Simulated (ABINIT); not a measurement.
# Calculated records

### Beyond one shot: PbO (P4/nmm)

It takes space group P4/nmm (No. 129, tetragonal). The conventional cell has a = 3.960 Å, b = 3.960 Å, c = 5.070 Å, α = 90.00°, β = 90.00°, γ = 90.00°. Nearest to Pb lie 4 O at 2.32 Å. O has 4 Pb at 2.32 Å nearest. Farther neighbours, and contacts between anions beyond the nearest, are not listed.

- method: RPA screening on PBE from quasiparticle energies and orbitals, plane waves, norm-conserving pseudopotentials (and 4 further levels or steps)
- program: ABINIT 10.8.3
- settings: cutoff 42 Ha, PseudoDojo scalar-relativistic 0.4 stringent, norm-conserving, potential set dojo-sr-pbe-0.4-stringent, ngkpt (4, 4, 2), nband 60, ecuteps 3.2 Ha, gwcalctyp 28, inclvkb 2, shiftk (0, 0, 0), symchi 1, awtr 1, frequency ppm, cycle 8, q points all but q = 0, 4×4×2 k-mesh
- cost: 25 runs, 30 min in all on 4 MPI ranks of Intel Xeon Platinum 8488C (Sapphire Rapids), shared host
- notes: The database entry behind the starting cell differs from other determinations of this structure.  Limits: no spin-orbit coupling. The 4×4×2 mesh is coarse for this cell, which bears on the long-range parts of exchange and screening.
- G0W0: 1.147 eV
- QSGW, cycle 1: 1.113 eV
- QSGW, cycle 2: 1.317 eV
- QSGW, cycle 3: 1.635 eV
- QSGW, cycle 4: 1.752 eV
- QSGW, cycle 5: 1.724 eV
- QSGW, cycle 6: 1.670 eV
- QSGW, cycle 7: 1.650 eV
- QSGW, cycle 8: 1.656 eV
- known limits: short of the basis limit; no spin-orbit coupling; coarse k mesh

Only the bands that the input lists are updated; the higher empty ones keep the functional's energies. QSGW ends at 1.66 eV, +0.51 eV from G0W0, after 8 cycles that took 28 min beside the first screening; the last moved the gap by 0.006 eV.

[Paths, hosts, dates, memory and timing lines, banners, echoed tables and standing remarks are left out of the program output; an Ansatz launch command may be rebuilt from the run's recorded settings. Measured values are a selection of at most five: reports struck by readers or far from the other reports are left out. None is set beside runs whose start may be inverted or whose files or cutoffs have a known fault.]

[Runs of the session that timed out or met a known fault of the program may be left out.]

[Hosts, paths, dates, database ids (printed as entryN), source tags and the programs' standing remarks are cut or masked in the printed files.]

[G0W0 gaps are taken among the corrected bands and points alone; a level outside them can change the order at an edge.]

[Where Ansatz stands beside ABINIT at settings called matched, ABINIT's density can come from a denser mesh and the files from another edition; pairs whose starting gaps differed by over 0.03 eV were left out, so agreement reads better than it is.]
